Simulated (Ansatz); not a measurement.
# How fast states decay through Ca2AlBrN2, part 3 of 3

Aim: relax a made-up compound, Ca2AlBrN2, and see how good a tunnel barrier it would be. It is built by putting Al for B, Ca for Sr in the Sr2BBrN2 structure of space group R-3m, with the volume rescaled by atomic radii. The parent structure comes from the Materials Project.

Ansatz 0.2.0; r2SCAN DFT, plane waves, PAW files (the session's first sound run).

So far. Step 2 (Relaxing the new crystal): The largest force component on a free atom ends at 0.0056 eV/Å. Step 3 (The bulk crystal and its band edges): The searched edges give 1.61 eV, as on the mesh.

The structure was built from a prototype and need not be the compound's stable phase.

## (4) Decaying states in the gap (continued)

Level of this step: r2SCAN DFT, plane waves, PAW files; complex bands by layer matching along the plane's normal (Ansatz).

K parallel (0, 0). Re kz of states that move upwards against energy, zero at the highest filled level on the SCF mesh:

| energy (eV) | channel 1 (Å⁻¹) | channel 2 (Å⁻¹) | channel 3 (Å⁻¹) |
| --- | --- | --- | --- |
| -1.00 | -0.360 | -0.115 | - |
| -0.91 | -0.321 | - | - |
| -0.82 | -0.282 | - | - |
| -0.73 | -0.808 | -0.244 | - |
| -0.64 | -0.694 | -0.207 | - |
| -0.55 | -0.607 | -0.168 | - |
| -0.46 | -0.525 | -0.126 | - |
| -0.28 | -0.334 | - | - |
| -0.19 | -0.113 | - | - |
| -0.10 | 0.428 | - | - |
| -0.01 | 0.801 | - | - |
| 0.08 | - | - | - |
| 0.17 | - | - | - |
| 0.26 | - | - | - |
| 0.35 | - | - | - |
| 0.44 | - | - | - |
| 0.53 | - | - | - |
| 0.62 | - | - | - |
| 0.71 | - | - | - |
| 0.89 | - | - | - |
| 0.98 | - | - | - |
| 1.07 | - | - | - |
| 1.16 | - | - | - |
| 1.25 | - | - | - |
| 1.34 | - | - | - |
| 1.43 | - | - | - |
| 1.52 | - | - | - |
| 1.61 | 0.0180 | - | - |
| 1.70 | 0.101 | - | - |
| 1.79 | 0.146 | - | - |
| 1.88 | 0.184 | - | - |
| 2.06 | 0.253 | - | - |
| 2.15 | 0.286 | - | - |
| 2.24 | 0.319 | - | - |
| 2.33 | 0.352 | - | - |
| 2.42 | 0.387 | - | - |
| 2.51 | 0.422 | - | - |
| 2.60 | 0.459 | - | - |

K parallel (-0.5, 0); values up to 1.5 1/Å, a degenerate pair printed once or twice; energies at which all values exceed this have no row. Table of Im kz of the slowest decaying states by energy, zero at the highest filled level on the SCF mesh:

| energy (eV) | decay 1 (Å⁻¹) | decay 2 (Å⁻¹) | decay 3 (Å⁻¹) | decay 4 (Å⁻¹) |
| --- | --- | --- | --- | --- |
| -1.00 | 0.166 | 0.454 | 0.516 | 0.860 |
| -0.82 | 0.0292 | 0.309 | 0.360 | 0.384 |
| -0.73 | 0.0790 | 0.112 | 0.412 | 0.444 |
| -0.55 | 0.141 | 0.431 | 0.478 | 0.754 |
| -0.46 | 0.174 | 0.436 | 0.487 | 0.818 |
| -0.28 | 0.127 | 0.183 | 0.216 | 0.445 |
| -0.10 | 0.254 | 0.304 | 0.450 | 0.520 |
| -0.01 | 0.278 | 0.335 | 0.452 | 0.530 |
| 0.17 | 0.257 | 0.319 | 0.380 | 0.447 |
| 0.26 | 0.305 | 0.348 | 0.394 | 0.411 |
| 0.44 | 0.365 | 0.379 | 0.403 | 0.471 |
| 0.62 | 0.382 | 0.419 | 0.523 | 0.566 |
| 0.71 | 0.390 | 0.430 | 0.547 | 0.563 |
| 0.89 | 0.402 | 0.450 | 0.519 | 0.553 |
| 0.98 | 0.407 | 0.460 | 0.516 | 0.546 |
| 1.16 | 0.415 | 0.479 | 0.515 | 0.522 |
| 1.34 | 0.420 | 0.491 | 0.499 | 0.516 |
| 1.43 | 0.422 | 0.484 | 0.504 | 0.518 |
| 1.61 | 0.424 | 0.476 | 0.508 | 0.521 |
| 1.70 | 0.425 | 0.473 | 0.509 | 0.523 |
| 1.88 | 0.425 | 0.468 | 0.509 | 0.529 |
| 2.06 | 0.423 | 0.462 | 0.508 | 0.540 |
| 2.15 | 0.421 | 0.459 | 0.507 | 0.535 |
| 2.33 | 0.418 | 0.453 | 0.505 | 0.525 |
| 2.42 | 0.415 | 0.449 | 0.504 | 0.520 |
| 2.60 | 0.409 | 0.440 | 0.504 | 0.508 |

At the listed wavevectors the last open channel is at -0.01 eV and the next at +1.61 eV on the grid. At +0.80 eV, the grid energy nearest the filling level (the middle of the gap on the SCF mesh), the slowest state at the listed wavevectors decays with κ = 0.207 Å⁻¹, its amplitude falling by e over 4.8 Å. Through 1 nm of this crystal that state's transmission falls by exp(−2 × 0.207 Å⁻¹ × 10 Å) = 0.016.

## (5) Decay over the two-dimensional zone

The listed points could miss the slowest state, so one energy near mid-gap is solved on a mesh of 10×4.

Input file input.yaml:

```yaml
crystal:
  lattice:
    - [3.830895884, 0.0, 0.0]
    - [1.915447942, 9.621872169, 0.0]
    - [1.915447942, -0.381312571, 3.295667334]
  atoms:
    - { symbol: Ca, position: [0.4861526568, 0.7707710148, 0.2569236716] }
    - { symbol: Ca, position: [0.5138473432, 0.2292289852, 0.7430763284] }
    - { symbol: Al, position: [0.0, 0.5, 0.5] }
    - { symbol: Br, position: [0.0, 0.0, 0.0] }
    - { symbol: "N", position: [0.1207011458, 0.3189482813, 0.4396494271] }
    - { symbol: "N", position: [0.8792988542, 0.6810517187, 0.5603505729] }
kpoints:
  mp_grid: { grid: [8, 8, 8] }
scf:
  occupations: { method: fixed }
hamiltonian:
  xc: r2scan
output:
  eigenvalues: true
  transmission: { leads: [[0, 0]], kmesh: [10, 4], e_range: [0.8, 0.81], de: 0.05 }
```

The run is started by

```sh
> ansatz run input.yaml --threads 2 --pin off --max-ram 4096MiB --backend cpu --events-out ev --progress --plain --runs-dir out
```

Numbers of over 12 decimals in the logs are rounded to 6 here.

Output:

```text
[...]
Crystal: 6 atoms, lattice volume = 121.480 Å³
Basis set: ecut = 500 eV, 3059 PW (Γ), exchange–correlation on 120×288×120 points (64 copies of the dense FFT grid, shifted against one another)
Bands: 26, of which v1, the nominal top of the filled ones, is band 20 counted from 1 (19 counted from 0)
Symmetry: 12 space group operations
[...]
k-points: 65 of 512
[...]
SCF iter   1: F=—  HF=-7753.805537 eV  |F-HF|=—  |Δ(HF+E_count)|=         —  Δρ=6.94e-3  dr2=8.24e-2  dr2_τ=1.97e-1  ethr=1.77e-3  ⟨swp⟩=5.0  Hψ=6892  notcnv=0  defer=252
[...]
SCF iter   7: F=-7753.913051 eV  HF=-7753.913051 eV  |F-HF|=2.94e-8  |Δ(HF+E_count)|=   1.98e-7  Δρ=5.91e-6  dr2=4.35e-8  dr2_τ=2.64e-9  ethr=2.50e-10  ⟨swp⟩=12.1  Hψ=9707  notcnv=0
SCF 1 converged in 7 iterations: F = -7753.913051 eV  dr2 = 4.35e-8
[...]
transmission: 20 of 110 steps passed
transmission: 40 of 110 steps passed
[...]
transmission: 110 of 110 steps passed
SCF converged after 7 iterations
Free energy (F): -7753.913051 eV
[...]
Internal energy: -7753.913051 eV  (E = F + TS)
E sigma→0 (E₀):  -7753.913051 eV
Fermi energy:    4.660689 eV
[...]
--- Band table (eV; the first three rows and the last of 65) ---
  k-point 0: bands = [... 16 lower, 4.3414, 4.3414, 4.4780, 4.4780, 6.2677, 9.8899, 11.0575, 11.0575, ... 2 higher]
  k-point 1: bands = [... 16 lower, 3.9456, 4.3147, 4.4355, 4.5080, 6.6826, 10.2576, 10.5997, 11.0928, ... 2 higher]
  k-point 2: bands = [... 16 lower, 3.5827, 4.2534, 4.2680, 4.5755, 7.3036, 9.7443, 10.2818, 10.7817, ... 2 higher]
  k-point 64: bands = [... 16 lower, 3.4964, 3.7798, 4.0381, 4.3544, 8.6156, 8.9584, 10.2479, 10.3920, ... 2 higher]
--- Transmission ---
  basis      : 373 plane waves across, 5 finite elements along
  points     : 22, standing for a mesh of 10 x 4
  energies   : 1 from 0.800000 to 0.800000 eV about the Fermi level; the leads are filled to 0.803496 eV, and channels, transmission and decay are at 0.800000 eV
[...]
channels       : 0.000000e0 a spin
    conductance    : none, crystal 0 has no channel at the energies, or these end too early or step too widely for 300 K: set another output.transmission.e_range or a lower de, or, where they end at an eighth of basis.ecutwfc, a higher one
    slowest decay  : 0.2070 /Å at (0.0000, 0.0000)
```

Run time: 2.2 min. Hardware: 2 threads of Arm Neoverse V2, shared host; peak memory 1.4 GiB.

Numbers from this step:

| Quantity | Value |
| --- | --- |
| least decay constant on the mesh | 0.207 Å⁻¹ |

Slowest decay constant (1/Å; 0 where a channel is open) over k1 and k2. At 0.8000 eV from the Fermi level.

Ten even steps from '0' (0.207) to '9' (0.449):
```
8899413999
7899202998
8999314998
7899747998
```
Columns: k1 (b1) from -0.5 to 0.4; rows upwards: k2 (b2) from -0.5 to 0.25.

The least value on the mesh is 0.207 Å⁻¹ at +0.80 eV. At that energy the listed points give about 0.207 Å⁻¹ by interpolation, so the mesh holds no clearly slower state.

## (6) Summary of results

```yaml
band_gap: 1.61 eV
least_decay_constant_at_mid_gap_normal_to_101: 0.207 Å⁻¹
least_decay_constant_on_a_mesh_normal_to_101: 0.207 Å⁻¹
```

**Reading.** With r2SCAN, the slowest decay at the wavevectors tried is κ = 0.207 Å⁻¹, normal to (101). Through such a film the transmission near mid-gap falls as exp(−2κd), a factor of ten every 5.6 Å. A free electron under a barrier of half the gap would need a mass of 0.20 mₑ to decay at this rate. The compound is made up by substitution; its stability against other phases and against distortions of the cell's symmetry was not tested. r2SCAN still narrows gaps, if less than LDA and GGA do, so real decay constants are likely larger.

[Logs are printed without paths, hosts, clocks, repeated set-up lines and the standing remarks that a program may print on its own settings, such as how far it seeks lower states.]

[Hosts, paths, dates, database ids (printed as entryN), source tags and the programs' standing remarks are cut or masked in the printed files.]
